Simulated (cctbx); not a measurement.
# What is wrong with this refinement?

Cell a = 9.8670 Å, b = 9.8670 Å, c = 9.8670 Å, α = 90.00°, β = 90.00°, γ = 90.00°; space group Fm-3m (no. 225). The compound is Tb2MgTl6.

The data are simulated with cctbx, not measured: Ag Kα, λ = 0.56087 Å, to d = 0.65 Å, 50 % of the full sphere, strongest reflection 40000 counts, noise from counting, a 3 % proportional error and a noise floor of 2 counts (s.d.); no absorption.

An anisotropic refinement with weights 1/σ² prints:

```text
Rint 0.026, 127 unique reflections to 0.65 A
cycle     R1     wR2    GooF  max shift (A)
   1  0.0057  0.0164   1.381   0.00001
   2  0.0056  0.0144   1.214   0.00000
final R1 0.0056 wR2 0.0144 GooF 1.214  parameters 5  data/parameter 25.4
atom        x        y        z      Ueq    occ   su(xyz)  su(Uiso or U11)
Tl1    0.78689  0.00000  0.00000   0.0050  1.000  0.00001  0.0001
Tb1    0.25000  0.75000  0.75000   0.0045  1.000  0.00000  0.0001
Mg1    0.50000  0.00000  0.00000   0.0078  1.000  0.00000  0.0006
difference map: max 0.82 min -0.69 rms 0.18
Q1    0.0874  0.0874  0.4126   32    0.84  1.49 A from Mg1
Q2    0.0000  0.0000  0.0000    4    0.82  2.10 A from Tl1
Q3    0.2269  0.2269  0.2269   32    0.56  0.40 A from Tb1
Q4    0.0000  0.0689  0.4311   48    0.50  0.96 A from Mg1
Q5    0.0623  0.0623  0.1685   96    0.45  0.97 A from Tl1
Q6    0.0000  0.0513  0.3437   96    0.42  1.38 A from Tl1
```

**Question.** Can this result stand? If not, what is the likely fault?

Mend it. The fault: anomalous dispersion left out. Against the right model at the same level, R1 goes from 0.0048 to 0.0056 and GooF from 0.94 to 1.21. No atom is wrong: without f′ and f″ the atoms near an edge get the wrong scattering power, which U and the scale absorb. The signs are weak, and the output alone doesn't single this fault out.

The compound is Tb2MgTl6. The right model at the same level gives:

```text
Rint 0.026, 127 unique reflections to 0.65 A
cycle     R1     wR2    GooF  max shift (A)
   1  0.0050  0.0114   0.961   0.00002
   2  0.0048  0.0111   0.935   0.00000
final R1 0.0048 wR2 0.0111 GooF 0.935  parameters 5  data/parameter 25.4
atom        x        y        z      Ueq    occ   su(xyz)  su(Uiso or U11)
Tl1    0.78689  0.00000  0.00000   0.0048  1.000  0.00001  0.0001
Tb1    0.25000  0.75000  0.75000   0.0045  1.000  0.00000  0.0001
Mg1    0.50000  0.00000  0.00000   0.0087  1.000  0.00000  0.0004
difference map: max 0.72 min -0.67 rms 0.15
Q1    0.0866  0.0866  0.4134   32    0.80  1.48 A from Mg1
Q2    0.0000  0.0000  0.0000    4    0.68  2.10 A from Tl1
Q3    0.0000  0.0667  0.4333   48    0.51  0.93 A from Mg1
Q4    0.0683  0.0683  0.2616   96    0.46  1.07 A from Tl1
Q5    0.1014  0.1014  0.1888   96    0.39  1.44 A from Tl1
Q6    0.0000  0.0000  0.3778   24    0.37  1.21 A from Mg1
```

Isotropic U is held between 0.0001 and 1 Å² by the program, and listed peak heights are interpolated, so they can pass the grid's maximum.

The model is made up (kin elements in a known structure type, no relaxation), so it says nothing on whether the phase exists.

[Middle refinement cycles are left out of these outputs.]

[Logs are printed without paths, hosts, clocks, repeated set-up lines and the standing remarks that a program may print on its own settings, such as how far it seeks lower states.]
